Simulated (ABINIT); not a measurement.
Planning a run of ABINIT 10.8.3 on AgCl (Fm-3m). The input:

```
acell 3*1.0 Angstrom
rprim 
  0.000000000000 2.798500000000 2.798500000000
  2.798500000000 0.000000000000 2.798500000000
  2.798500000000 2.798500000000 -0.000000000000
ntypat 2
znucl 47 17
natom 2
typat 1 2
xred 
  0.000000000000 0.000000000000 0.000000000000
  0.500000000000 0.500000000000 0.500000000000
pp_dirpath "pseudos"
pseudos "Ag.upf, Cl.upf"
ecut 37
ngkpt 4 4 4
nshiftk 1
shiftk 0 0 0
kptopt 1
chksymbreak 0
istwfk *1
occopt 1
irdwfk 1
optdriver 3
nband 173
ecuteps 7.8
inclvkb 2
awtr 1
symchi 1
indata_prefix "in"
outdata_prefix "out"
tmpdata_prefix "tmp"
```

```sh
OMP_NUM_THREADS=1 mpirun -n 8 abinit run.abi > log
```

Q: How long will it take on 8 MPI ranks of Arm Neoverse V1, shared host, and how much memory?

It took 41 s; on shared hardware allow 20 s to 82 s. Peak host memory was 1.7 GiB.

[Paths, hosts, dates, memory and timing lines, banners, echoed tables and standing remarks are left out of the program output.]

[Logs are printed without paths, hosts, clocks, repeated set-up lines and the standing remarks that a program may print on its own settings, such as how far it seeks lower states.]

[Runs of the session that timed out or met a known fault of the program may be left out.]

[Hosts, paths, dates, database ids (printed as entryN), source tags and the programs' standing remarks are cut or masked in the printed files.]

[G0W0 gaps are taken among the corrected bands and points alone; a level outside them can change the order at an edge.]

[Where Ansatz stands beside ABINIT at settings called matched, ABINIT's density can come from a denser mesh and the files from another edition; pairs whose starting gaps differed by over 0.03 eV were left out, so agreement reads better than it is.]
